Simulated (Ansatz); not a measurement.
# One crystal, many levels of theory: BaIBr (Pnma)

Wanted: a ladder of band gaps for BaIBr (Pnma), from density functionals to G0W0.

Calculated with Ansatz 0.2.0; density functionals, hybrids and G0W0, plane waves, PAW.

**1. Set-up**

It takes space group Pnma (No. 62, orthorhombic). The conventional cell has a = 8.814 Å, b = 5.124 Å, c = 10.192 Å, α = 90.00°, β = 90.00°, γ = 90.00°. Nearest to Ba lie 4 Br at 3.31 to 3.34 Å and 5 I at 3.67 to 3.76 Å. I has 5 Ba at 3.67 to 3.76 Å nearest. Nearest to Br lie 4 Ba at 3.31 to 3.34 Å. Farther neighbours and most contacts between anions are not listed.

The cell and positions are those that the Materials Project relaxed with its own functionals (PBE, PBE+U or r2SCAN), kept fixed. Spin-orbit coupling is left out unless a step names it. The default PAW set here is soft_2. Its files were made with PBE.

**2. LDA on the 4×4×2 mesh**

This step: DFT, LDA, plane waves, PAW.

The input, input.yaml:

```yaml
crystal:
  lattice:
    - [8.81446039, 0.0, 0.0]
    - [0.0, 5.12429103, 0.0]
    - [0.0, 0.0, 10.19167839]
  atoms:
    - { symbol: Ba, position: [0.72882454, 0.25, 0.37513703] }
    - { symbol: Ba, position: [0.27117546, 0.75, 0.62486297] }
    - { symbol: Ba, position: [0.77117546, 0.75, 0.87513703] }
    - { symbol: Ba, position: [0.22882454, 0.25, 0.12486297] }
    - { symbol: I, position: [0.47161056, 0.25, 0.83177655] }
    - { symbol: I, position: [0.52838944, 0.75, 0.16822345] }
    - { symbol: I, position: [0.02838944, 0.75, 0.33177655] }
    - { symbol: I, position: [0.97161056, 0.25, 0.66822345] }
    - { symbol: Br, position: [0.8564719, 0.25, 0.06668585] }
    - { symbol: Br, position: [0.1435281, 0.75, 0.93331415] }
    - { symbol: Br, position: [0.6435281, 0.75, 0.56668585] }
    - { symbol: Br, position: [0.3564719, 0.25, 0.43331415] }
kpoints:
  mp_grid: { grid: [4, 4, 2] }
  band_path:
    path:
      - [0.0, 0.0, 0.0]
      - [0.5, 0.0, 0.0]
      - [0.5, 0.5, 0.0]
      - [0.0, 0.5, 0.0]
      - [0.0, 0.0, 0.5]
      - [0.5, 0.0, 0.5]
      - [0.5, 0.5, 0.5]
      - [0.0, 0.5, 0.5]
    npoints: 1
hamiltonian:
  xc: lda
scf:
  occupations: { method: fixed }
  n_extra_bands: 8
output:
  eigenvalues: true
  forces: true
  stress: true
```

Run with:

```sh
$ ansatz run input.yaml --threads 3 --pin off --max-ram 92160MiB --backend cuda --events-out ev --progress --plain --runs-dir out --devices 1 --max-vram 13GiB
```

Numbers of over 12 decimals in the logs are rounded to 6 here.

Log:

```text
scf.n_extra_bands = 8 over 68 filled bands (N_el = 136.0): the run solves 76 bands
GPUs: using 1 of 1 available (devices: 1).
Engine: ansatz 0.2.0, x86_64-unknown-linux-gnu
Pseudopotentials: kind: paw
Pseudopotential: Ba, paw, valence charge 10, recommended cutoff 420 eV (normal), Ba.paw.azcp
Pseudopotential: I, paw, valence charge 17, recommended cutoff 420 eV (normal), I.paw.azcp
Pseudopotential: Br, paw, valence charge 7, recommended cutoff 420 eV (normal), Br.paw.azcp
Functional definition: SPW92
  exchange = slater_x
  correlation = pw_c
device memory: the entry about to start is reckoned to put 6.5 GiB on a device that reports 34.0 GiB free (of which the cap on the GPU budget leaves the run 13.0 GiB)
GPU FFT provider: cuFFT
GPU libraries: cuBLAS 13.8.2, cuFFT 12.4.0, cuSOLVER 12.3.4
Crystal: 12 atoms, lattice volume = 460.336 Å³
Basis set: ecut = 420 eV, 8947 PW (Γ)
Bands: 76, of which v1, the nominal top of the filled ones, is band 68 counted from 1 (67 counted from 0)
Symmetry: 8 space group operations
Space group: Pnma (ITA 62), of the structure as read, at distance tolerance 7.7e-5 Å
k-points: 18 of 32
Non-local potential: Ba, projectors of the file, l = 0: 3, l = 1: 2, l = 2: 2, l = 3: 2
Non-local potential: I, projectors of the file, l = 0: 2, l = 1: 2, l = 2: 2, l = 3: 2
Non-local potential: Br, projectors of the file, l = 0: 2, l = 1: 2, l = 2: 2
PAW form: soft (Blöchl's): semilocal exchange-correlation on the pseudo side does not see the compensation charge
PAW frozen core: Ba, regenerated for the run's functional, and the local potential with it (the file was generated under x = pbe(κ = 0.804, μ = 0.219515), c = pbe(β = 0.066725))
PAW frozen core: I, regenerated for the run's functional, and the local potential with it (the file was generated under x = pbe(κ = 0.804, μ = 0.219515), c = pbe(β = 0.066725))
PAW frozen core: Br, regenerated for the run's functional, and the local potential with it (the file was generated under x = pbe(κ = 0.804, μ = 0.219515), c = pbe(β = 0.066725))
PAW one-centre angular grid: Ba, 194 points (default); XC on 64 Gauss nodes
PAW one-centre angular grid: I, 590 points (default); XC on 64 Gauss nodes
PAW one-centre angular grid: Br, 110 points (default); XC on 64 Gauss nodes
Initial density: superposition of atomic densities (neutral atoms: chi_scale 0, normalization atom), corrected by the library's trained network
Initial wavefunctions: pseudopotential atomic-orbital guess
GPU buffer pool allocated for 155520 grid points (all kernels)
GPU transforms: local potential and band sums: pruned to the plane-wave sphere, on 60×36×72
Functional: x = slater, c = lda
SCF iter   1: F=—  HF=-63341.919474 eV  |F-HF|=—  |Δ(HF+E_count)|=         —  Δρ=3.96e-3  dr2=4.15e-2  ethr=1.77e-3  ⟨swp⟩=9.4  Hψ=5819  notcnv=0  defer=103
preconditioner: auto → Resta (q_TF=auto, 2.227 Å⁻¹)  ε∞=3.3  [insulator: Δε(μ)=3.312 eV  Ē_g=10.797 eV  n_scr=82 (ndim 8)  ℏωp=16.2 eV  f_vac=0.008  ε∞_Penn≈3.3]
SCF iter   2: F=—  HF=-63341.914491 eV  |F-HF|=—  |Δ(HF+E_count)|=   4.98e-3  Δρ=2.11e-3  dr2=1.22e-2  ethr=3.05e-5  ⟨swp⟩=5.3  Hψ=2703  notcnv=0  defer=106
SCF iter   3: F=—  HF=-63341.913706 eV  |F-HF|=—  |Δ(HF+E_count)|=   7.85e-4  Δρ=2.71e-4  dr2=3.23e-4  ethr=8.95e-6  ⟨swp⟩=4.0  Hψ=2396  notcnv=0  defer=106
SCF iter   4: F=—  HF=-63341.913636 eV  |F-HF|=—  |Δ(HF+E_count)|=   6.94e-5  Δρ=5.12e-5  dr2=1.25e-5  ethr=2.38e-7  ⟨swp⟩=2.1  Hψ=2397  notcnv=0  defer=105
SCF iter   5: F=—  HF=-63341.914024 eV  |F-HF|=—  |Δ(HF+E_count)|=   3.88e-4  Δρ=1.27e-5  dr2=7.71e-7  ethr=9.20e-9  ⟨swp⟩=2.1  Hψ=1917  notcnv=0  defer=105
SCF iter   6: F=-63341.914025 eV  HF=-63341.914025 eV  |F-HF|=9.52e-9  |Δ(HF+E_count)|=   4.41e-7  Δρ=3.05e-6  dr2=5.05e-8  ethr=7.35e-11  ⟨swp⟩=22.3  Hψ=10854  notcnv=0
SCF 1 converged in 6 iterations: F = -63341.914025 eV  dr2 = 5.05e-8
[...]
device memory: the entry about to start is reckoned to put 4.2 GiB on a device that reports 34.0 GiB free (of which the cap on the GPU budget leaves the run 13.0 GiB)
NSCF: frozen V_eff on 8 k-points
SCF converged after 6 iterations
Free energy (F): -63341.914025 eV
Harris-Foulkes:  -63341.914025 eV  (|F-HF|=9.52e-9)
Internal energy: -63341.914025 eV  (E = F + TS)
E sigma→0 (E₀):  -63341.914025 eV
Fermi energy:    4.756421 eV
--- Per-component energies (eV) ---
  E_band       = -1830.015986
  E_kinetic    = 1964.731053
  E_local      = -10586.350156  (includes V_loc(G=0)·N_el)
  E_nonlocal   = 184.369883
  E_hartree    = 4985.866870
  E_xc         = -2223.275470
  E_vxc        = -1479.548886  (∫ρ·V_xc dr)
  E_paw        = -47514.604699  (= ΣΔE_a)
  E_vpaw       = -1884.961944  (= ΣTr[D̂ρ^β])
  E_aug_tail   = 0.000252  (compensation charges beyond the density's cutoff)
  E_ewald      = -10157.732725
  E_core_change = 5.080968  (= ΣΔE_core)
  E_smearing   = -0.000000  (= −TS)
  E_closure    = -0.000000  (closes the sum)
  Σ components = -63341.914025   (vs F -63341.914025, Δ=0.00e0)
--- Forces (eV/Å), atoms counted from 1 ---
  atom   1  Ba    -0.04666739     0.00000000     0.04348649
  atom   2  Ba     0.04666739    -0.00000000    -0.04348649
  atom   3  Ba     0.04666739     0.00000000     0.04348649
  atom   4  Ba    -0.04666739    -0.00000000    -0.04348649
  atom   5  I     -0.00768034    -0.00000000    -0.00092810
  atom   6  I      0.00768034     0.00000000     0.00092810
  atom   7  I      0.00768034    -0.00000000    -0.00092810
  atom   8  I     -0.00768034     0.00000000     0.00092810
  atom   9  Br     0.02306698    -0.00000000    -0.01706928
  atom  10  Br    -0.02306698     0.00000000     0.01706928
  atom  11  Br    -0.02306698     0.00000000    -0.01706928
  atom  12  Br     0.02306698     0.00000000     0.01706928
  max |Σ_I F_I| component: 1.73e-17 eV/Å
--- Stress (GPa, compression-positive) ---
       -2.927264       0.000000      -0.000000
        0.000000      -2.984289      -0.000000
       -0.000000      -0.000000      -3.045652
  P = ⅓ Tr σ = -2.9857 GPa (-29.857 kbar)
--- Band table (eV; the first three rows and the last of 18) ---
  k-point 0: bands = [... 64 lower, 4.4367, 4.5748, 4.6289, 4.7564, 8.1098, 8.6130, 8.7151, 8.8623, ... 4 higher]
  k-point 1: bands = [... 64 lower, 4.3497, 4.3497, 4.5107, 4.5107, 8.5766, 8.5766, 8.8422, 8.8422, ... 4 higher]
  k-point 2: bands = [... 64 lower, 4.1942, 4.2987, 4.3845, 4.5440, 8.6694, 9.0758, 9.2332, 9.3871, ... 4 higher]
  k-point 17: bands = [... 64 lower, 4.3714, 4.3714, 4.3714, 4.3714, 9.6048, 9.6048, 9.6048, 9.6048, ... 4 higher]
```

The job ended after 11 s (1 × NVIDIA H100 80GB HBM3 (shared by 6 runs) with 3 threads of AMD EPYC 7R13 (Zen 3), shared host; peak memory 1 GiB; 11 s of CPU time).

Numbers from this step:

| Item | Value |
| --- | --- |
| pressure | -2.986 GPa |
| gap | 3.353 eV |
| valence top at | Γ |
| conduction bottom at | Γ |
| least direct gap | 3.353 eV |

Over mesh and listed points the gap is 3.353 eV, direct, at k = Γ.

**3. PBEsol on the 4×4×2 mesh**

Levels along a band path and on the mesh show where this functional puts the band edges.

This step: DFT, PBEsol, plane waves, PAW.

input.yaml, as its differences from that of step 2:

```diff
@@ -22,15 +22,11 @@
     path:
-      - [0.0, 0.0, 0.0]
-      - [0.5, 0.0, 0.0]
-      - [0.5, 0.5, 0.0]
-      - [0.0, 0.5, 0.0]
-      - [0.0, 0.0, 0.5]
-      - [0.5, 0.0, 0.5]
-      - [0.5, 0.5, 0.5]
-      - [0.0, 0.5, 0.5]
-    npoints: 1
+      - [[0.0, 0.0, 0.0], [0.5, 0.0, 0.0], [0.5, 0.5, 0.0], [0.0, 0.5, 0.0], [0.0, 0.0, 0.0], [0.0, 0.0, 0.5], [0.5, 0.0, 0.5], [0.5, 0.5, 0.5], [0.0, 0.5, 0.5], [0.0, 0.0, 0.5]]
+      - [[0.5, 0.0, 0.0], [0.5, 0.0, 0.5]]
+      - [[0.0, 0.5, 0.0], [0.0, 0.5, 0.5]]
+      - [[0.5, 0.5, 0.0], [0.5, 0.5, 0.5]]
+    npoints: 10
 hamiltonian:
-  xc: lda
+  xc: pbesol
 scf:
-  occupations: { method: fixed }
+  occupations: { method: fermi_dirac, width: 0.02 }
   n_extra_bands: 8
@@ -40 +36,5 @@
   stress: true
+  write_density: true
+  write_potential: true
+  elf: true
+  volumetric_format: npy
```

Log:

```text
[...]
GPUs: using 1 of 1 available (devices: 1).
[...]
GPU FFT provider: cuFFT
GPU libraries: cuBLAS 13.8.2, cuFFT 12.4.0, cuSOLVER 12.3.4
Crystal: 12 atoms, lattice volume = 460.336 Å³
Basis set: ecut = 420 eV, 8947 PW (Γ), exchange–correlation on 120×72×144 points (8 copies of the dense FFT grid, shifted against one another)
Bands: 76, of which v1, the nominal top of the filled ones, is band 68 counted from 1 (67 counted from 0)
Symmetry: 8 space group operations
[...]
k-points: 18 of 32
[...]
GPU buffer pool allocated for 155520 grid points (all kernels)
[...]
SCF iter   1: F=—  HF=-64150.225236 eV  |F-HF|=—  |Δ(HF+E_count)|=         —  Δρ=2.01e-3  dr2=2.48e-2  ethr=1.77e-3  ⟨swp⟩=14.9  Hψ=8074  notcnv=0
[...]
atom   7  I      0.00332717    -0.00000000    -0.00145740
  atom   8  I     -0.00332717     0.00000000     0.00145740
  atom   9  Br     0.01177891    -0.00000000    -0.01357125
  atom  10  Br    -0.01177891     0.00000000     0.01357125
  atom  11  Br    -0.01177891     0.00000000    -0.01357125
  atom  12  Br     0.01177891    -0.00000000     0.01357125
  max |Σ_I F_I| component: 6.94e-18 eV/Å
--- Stress (GPa, compression-positive) ---
       -1.728977       0.000000      -0.000000
        0.000000      -1.763158      -0.000000
       -0.000000      -0.000000      -1.827411
  P = ⅓ Tr σ = -1.7732 GPa (-17.732 kbar)
--- Band table (eV; the first three rows and the last of 18) ---
  k-point 0: bands = [... 64 lower, 4.5986, 4.7332, 4.7882, 4.9160, 8.3422, 8.9124, 8.9463, 9.0953, ... 4 higher]
  k-point 1: bands = [... 64 lower, 4.5097, 4.5097, 4.6705, 4.6705, 8.8051, 8.8051, 9.0747, 9.0747, ... 4 higher]
  k-point 2: bands = [... 64 lower, 4.3579, 4.4611, 4.5450, 4.7050, 8.9013, 9.3090, 9.4641, 9.6222, ... 4 higher]
  k-point 17: bands = [... 64 lower, 4.5341, 4.5341, 4.5341, 4.5341, 9.8385, 9.8385, 9.8385, 9.8385, ... 4 higher]
[key lines of the parts left out:]
SCF converged after 6 iterations
Free energy (F): -64150.226683 eV
Fermi energy:    6.631668 eV
```

Elapsed: 21 s, on 1 × NVIDIA H100 80GB HBM3 (shared by 6 runs) with 3 threads; peak memory 1.3 GiB; 16 s of CPU time.

Numbers from this step:

```
pressure             : -1.773 GPa
filled bands         : 68
gap                  : 3.426 eV
valence top at       : Γ
conduction bottom at : Γ
least direct gap     : 3.426 eV
```

Over mesh and path the gap is 3.426 eV, direct, at k = Γ. PBEsol against LDA: 3.426 − 3.353 = +0.073 eV, with the same mesh, files and cutoff, and both edges at the same k points.

**4. PBEsol+SOC on the 4×4×2 mesh**

This run has two-component orbitals with spin-orbit coupling.

This step: DFT, PBEsol with spin-orbit coupling, plane waves, PAW.

input.yaml, the sections that differ from step 3:

```yaml
kpoints:
  mp_grid: { grid: [4, 4, 2] }
  band_path:
    path:
      - [0.0, 0.0, 0.0]
      - [0.5, 0.0, 0.0]
      - [0.5, 0.5, 0.0]
      - [0.0, 0.5, 0.0]
      - [0.0, 0.0, 0.5]
      - [0.5, 0.0, 0.5]
      - [0.5, 0.5, 0.5]
      - [0.0, 0.5, 0.5]
    npoints: 1
scf:
  occupations: { method: fixed }
  n_extra_bands: 16
magnetization:
  noncollinear: true
  spin_orbit: true
output:
  eigenvalues: true
  forces: true
  stress: true
# crystal, hamiltonian: as in step 3
```

Log:

```text
[...]
GPUs: using 1 of 1 available (devices: 1).
[...]
non-collinear run that drives no moment, with spin-orbit: no starting moment large enough to seed its density (crystal.atoms[].spin), no starting occupations that ask for one, no magnetisation constraint and no magnetic field, so the semilocal B_xc is pinned to zero
[...]
k-point 0: bands = [... 132 lower, 5.0645, 5.0645, 5.1835, 5.1835, 8.3416, 8.3416, 8.9149, 8.9149, ... 12 higher]
  k-point 1: bands = [... 132 lower, 4.8949, 4.8949, 4.8949, 4.8949, 8.8040, 8.8040, 8.8040, 8.8040, ... 12 higher]
  k-point 2: bands = [... 132 lower, 4.6469, 4.6469, 4.9317, 4.9317, 8.9012, 8.9012, 9.3086, 9.3086, ... 12 higher]
  k-point 17: bands = [... 132 lower, 4.6665, 4.6665, 4.6665, 4.6665, 9.8224, 9.8224, 9.8224, 9.8224, ... 12 higher]
[key lines of the parts left out:]
SCF converged after 9 iterations
Magnetization: |M| = 0.0000 μB,  M = (+0.0000, +0.0000, +0.0000) μB
Free energy (F): -64182.172140 eV
Fermi energy:    5.183498 eV
P = ⅓ Tr σ = -1.7585 GPa (-17.585 kbar)
```

It took 16 s on 1 × NVIDIA H100 80GB HBM3 (shared by 6 runs) with 3 threads; peak memory 1.5 GiB.

This step gave:

- pressure: -1.759 GPa
- gap: 3.158 eV
- valence top at: Γ
- conduction bottom at: Γ
- least direct gap: 3.158 eV

Over mesh and listed points the gap is 3.158 eV, direct, at k = Γ. PBEsol+SOC against PBEsol: 3.158 − 3.426 = −0.268 eV, with the same mesh, set of files (read in its fully relativistic form for the spin-orbit run) and cutoff, and both edges at the same k points. The spin-orbit run sees mesh and listed points alone, so its gap is an upper bound: the coupling can move an edge off these points, and the change over the zone, its sign included where it is small, is not known.

**5. r2SCAN on the 4×4×2 mesh**

r2SCAN is a meta-GGA: it depends on the kinetic-energy density as well as on the density and its gradient.

This step: DFT, r2SCAN, plane waves, PAW.

input.yaml, as its differences from that of step 4:

```diff
@@ -32,9 +32,6 @@
 hamiltonian:
-  xc: pbesol
+  xc: r2scan
 scf:
   occupations: { method: fixed }
-  n_extra_bands: 16
-magnetization:
-  noncollinear: true
-  spin_orbit: true
+  n_extra_bands: 8
 output:
```

Log:

```text
[...]
GPUs: using 1 of 1 available (devices: 1).
[...]
GPU FFT provider: cuFFT
GPU libraries: cuBLAS 13.8.2, cuFFT 12.4.0, cuSOLVER 12.3.4
Crystal: 12 atoms, lattice volume = 460.336 Å³
Basis set: ecut = 500 eV, 11719 PW (Γ), exchange–correlation on 288×160×300 points (64 copies of the dense FFT grid, shifted against one another)
[...]
k-point 0: bands = [... 64 lower, 4.4189, 4.5391, 4.5992, 4.7359, 8.7285, 9.3709, 9.5145, 9.6159, ... 4 higher]
  k-point 1: bands = [... 64 lower, 4.3188, 4.3188, 4.4804, 4.4804, 9.2005, 9.2005, 9.4851, 9.4851, ... 4 higher]
  k-point 2: bands = [... 64 lower, 4.1712, 4.2886, 4.3614, 4.5309, 9.3029, 9.7584, 9.9015, 10.1027, ... 4 higher]
  k-point 17: bands = [... 64 lower, 4.3554, 4.3554, 4.3554, 4.3554, 10.3159, 10.3159, 10.3159, 10.3159, ... 4 higher]
[key lines of the parts left out:]
SCF converged after 6 iterations
Free energy (F): -65169.666642 eV
Fermi energy:    4.735939 eV
P = ⅓ Tr σ = -0.2927 GPa (-2.927 kbar)
```

The job ended after 20 s (1 × NVIDIA H100 80GB HBM3 (shared by 6 runs) with 3 threads; peak memory 1.6 GiB).

Numbers from this step:

| Item | Value |
| --- | --- |
| pressure | -0.2927 GPa |
| gap | 3.993 eV |
| valence top at | Γ |
| conduction bottom at | Γ |
| least direct gap | 3.993 eV |

Over mesh and listed points the gap is 3.993 eV, direct, at k = Γ. r2SCAN against PBEsol: 3.993 − 3.426 = +0.567 eV. The runs also differ in plane-wave cutoff (420 eV and 500 eV), so how much of this comes from the functional alone is not known.

**6. HSE06 on the 2×4×2 mesh**

HSE06 mixes in a quarter of exact exchange at short range.

This step: DFT, HSE06, plane waves, PAW.

input.yaml, as its differences from that of step 5:

```diff
@@ -19,3 +19,3 @@
 kpoints:
-  mp_grid: { grid: [4, 4, 2] }
+  mp_grid: { grid: [2, 4, 2] }
   band_path:
@@ -32,3 +32,3 @@
 hamiltonian:
-  xc: r2scan
+  xc: hse06
 scf:
@@ -38,3 +38 @@
   eigenvalues: true
-  forces: true
-  stress: true
```

Log:

```text
[...]
GPUs: using 1 of 1 available (devices: 1).
[...]
davidson cushion auto → on  (no smearing: the cushion is to keep the highest requested band from converging to the state above it; pin scf.eigensolver.cushion to override)
[...]
GPU FFT provider: cuFFT
GPU libraries: cuBLAS 13.8.2, cuFFT 12.4.0, cuSOLVER 12.3.4
Crystal: 12 atoms, lattice volume = 460.336 Å³
Basis set: ecut = 420 eV, 8947 PW (Γ)
[...]
Fermi energy:    4.354591 eV
[...]
--- Band table (eV; the first three rows and the last of 12) ---
  k-point 0: bands = [... 64 lower, 4.0313, 4.1526, 4.2091, 4.3546, 8.8605, 9.5007, 9.5700, 9.6531, ... 4 higher]
  k-point 1: bands = [... 64 lower, 3.9248, 3.9248, 4.0853, 4.0853, 9.3469, 9.3469, 9.6314, 9.6314, ... 4 higher]
  k-point 2: bands = [... 64 lower, 3.7509, 3.8968, 3.9646, 4.1408, 9.4533, 9.9051, 10.0569, 10.2343, ... 4 higher]
  k-point 11: bands = [... 64 lower, 3.9547, 3.9547, 3.9547, 3.9547, 10.4530, 10.4530, 10.4530, 10.4530, ... 4 higher]
[key lines of the parts left out:]
Free energy (F): -65054.405318 eV
```

Wall time 68 s (1 × NVIDIA H100 80GB HBM3 (shared by 6 runs) with 3 threads); peak memory 1.9 GiB.

Numbers from this step:

```yaml
gap: 4.506 eV
valence_top_at: Γ
conduction_bottom_at: Γ
least_direct_gap: 4.506 eV
exact_exchange_fraction: 0.25
```

Over mesh and listed points the gap is 4.506 eV, direct, at k = Γ. HSE06 against PBEsol: 4.506 − 3.426 = +1.080 eV. The runs also differ in mesh (4×4×2 and 2×4×2), so how much of this comes from the functional alone is not known.

**7. PBE0 on the 2×4×2 mesh**

PBE0 mixes in a quarter of exact exchange at all distances.

This step: DFT, PBE0, plane waves, PAW.

input.yaml, as its differences from that of step 6:

```diff
@@ -32,3 +32,3 @@
 hamiltonian:
-  xc: hse06
+  xc: pbe0
 scf:
```

Log:

```text
[...]
GPUs: using 1 of 1 available (devices: 1).
[...]
GPU FFT provider: cuFFT
GPU libraries: cuBLAS 13.8.2, cuFFT 12.4.0, cuSOLVER 12.3.4
Crystal: 12 atoms, lattice volume = 460.336 Å³
Basis set: ecut = 420 eV, 8947 PW (Γ)
Bands: 76, of which v1, the nominal top of the filled ones, is band 68 counted from 1 (67 counted from 0)
Symmetry: 8 space group operations
[...]
k-points: 12 of 16
[...]
Fermi energy:    3.986006 eV
[...]
--- Band table (eV; the first three rows and the last of 12) ---
  k-point 0: bands = [... 64 lower, 3.6589, 3.7841, 3.8390, 3.9860, 9.1916, 9.8396, 9.8811, 9.9913, ... 4 higher]
  k-point 1: bands = [... 64 lower, 3.5520, 3.5520, 3.7136, 3.7136, 9.6850, 9.6850, 9.9717, 9.9717, ... 4 higher]
  k-point 2: bands = [... 64 lower, 3.3714, 3.5202, 3.5899, 3.7673, 9.7934, 10.2522, 10.4042, 10.5799, ... 4 higher]
  k-point 11: bands = [... 64 lower, 3.5787, 3.5787, 3.5787, 3.5787, 10.8037, 10.8037, 10.8037, 10.8037, ... 4 higher]
[key lines of the parts left out:]
Free energy (F): -65046.387366 eV
```

It took 74 s on 1 × NVIDIA H100 80GB HBM3 (shared by 6 runs) with 3 threads; peak memory 1.9 GiB.

This step gave:

```
gap                     : 5.206 eV
valence top at          : Γ
conduction bottom at    : Γ
least direct gap        : 5.206 eV
exact-exchange fraction : 0.25
```

Over mesh and listed points the gap is 5.206 eV, direct, at k = Γ. PBE0 against HSE06: 5.206 − 4.506 = +0.700 eV, with the same mesh, files and cutoff, and both edges at the same k points.

(Part 1 of 2 ends here.)

[Paths, hosts, dates, memory and timing lines, banners, echoed tables and standing remarks are left out of the program output.]

[Logs are printed without paths, hosts, clocks, repeated set-up lines and the standing remarks that a program may print on its own settings, such as how far it seeks lower states.]

[Runs of the session that timed out or met a known fault of the program may be left out.]

[Cells called generated may have been cut or substituted from an entry of the Crystallography Open Database or the Materials Project.]

[Hosts, paths, dates, database ids (printed as entryN), source tags and the programs' standing remarks are cut or masked in the printed files.]

[Where an RPA ε∞ is given, it is that of the G0W0 mesh and is not shown converged in it. Names of k-points follow the symmetry that the program found, which can be lower than the space group named. Band edges on a path are those of the sampled points; other points can move an edge, and change direct to indirect where valleys lie close.]

[Hybrid gaps are those of their k-mesh and are not shown converged in it.]
